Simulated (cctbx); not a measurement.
# Resonant diffraction in FeBi3

Space group I4/mmm (no. 139), a = 4.5320 Å, b = 4.5320 Å, c = 9.5140 Å, α = 90.00°, β = 90.00°, γ = 90.00°.

| atom | mult. | x | y | z | Ueq (Å²) |
| --- | --- | --- | --- | --- | --- |
| Bi1 | 4 | 0 | 1/2 | 1/4 | 0.0066 |
| Bi2 | 2 | 1/2 | 1/2 | 0 | 0.0051 |
| Fe1 | 2 | 0 | 0 | 0 | 0.0064 |

The model is made up (kin elements in a known structure type, no relaxation), so it says nothing on whether the phase exists.

Calculated with cctbx: free-atom f′ and f″ from the Sasaki tables, no fine structure; amplitudes in electrons.

```csv
E (eV),F 1 1 0,F 0 2 0,F 1 1 2,F 2 1 3
6512,100.1,412.0,434.1,87.5
6862,101.4,409.7,431.8,88.6
6992,102.7,408.0,430.1,89.9
7052,104.1,406.4,428.5,91.2
7082,105.4,405.0,427.1,92.4
7097,106.8,403.6,425.7,93.8
7104,108.1,402.3,424.4,95.0
7108,109.4,400.9,423.0,96.3
7116,108.9,401.6,423.6,95.6
7120,107.2,403.2,425.2,94.0
7127,105.7,404.6,426.6,92.6
7142,104.2,406.1,428.2,91.1
7172,102.6,407.5,429.6,89.6
7262,100.4,409.3,431.4,87.5
7512,98.1,410.8,432.9,85.2
```

**Question.** Which edge is crossed, and why do the reflections move as they do?

The K edge of Fe. The edge is at 7112 eV. f′ of Fe falls from -3.8 e at 6992 eV to -7.3 e at 4 eV below it, and f″ steps from 0.47 to 3.94 e across it. Over that approach |F| changes by +7 % (1 1 0), -2 % (0 2 0), -2 % (1 1 2) and +7 % (2 1 3): a reflection falls where Fe scatters in phase with the total and rises where it scatters against it; it hardly moves where the Fe term is small or cancels by symmetry. Above the edge the larger f″ enters the imaginary part, where it can add to or cancel the other atoms' f″. The structure is centrosymmetric, so Friedel mates stay equal.

[Logs are printed without paths, hosts, clocks, repeated set-up lines and the standing remarks that a program may print on its own settings, such as how far it seeks lower states.]
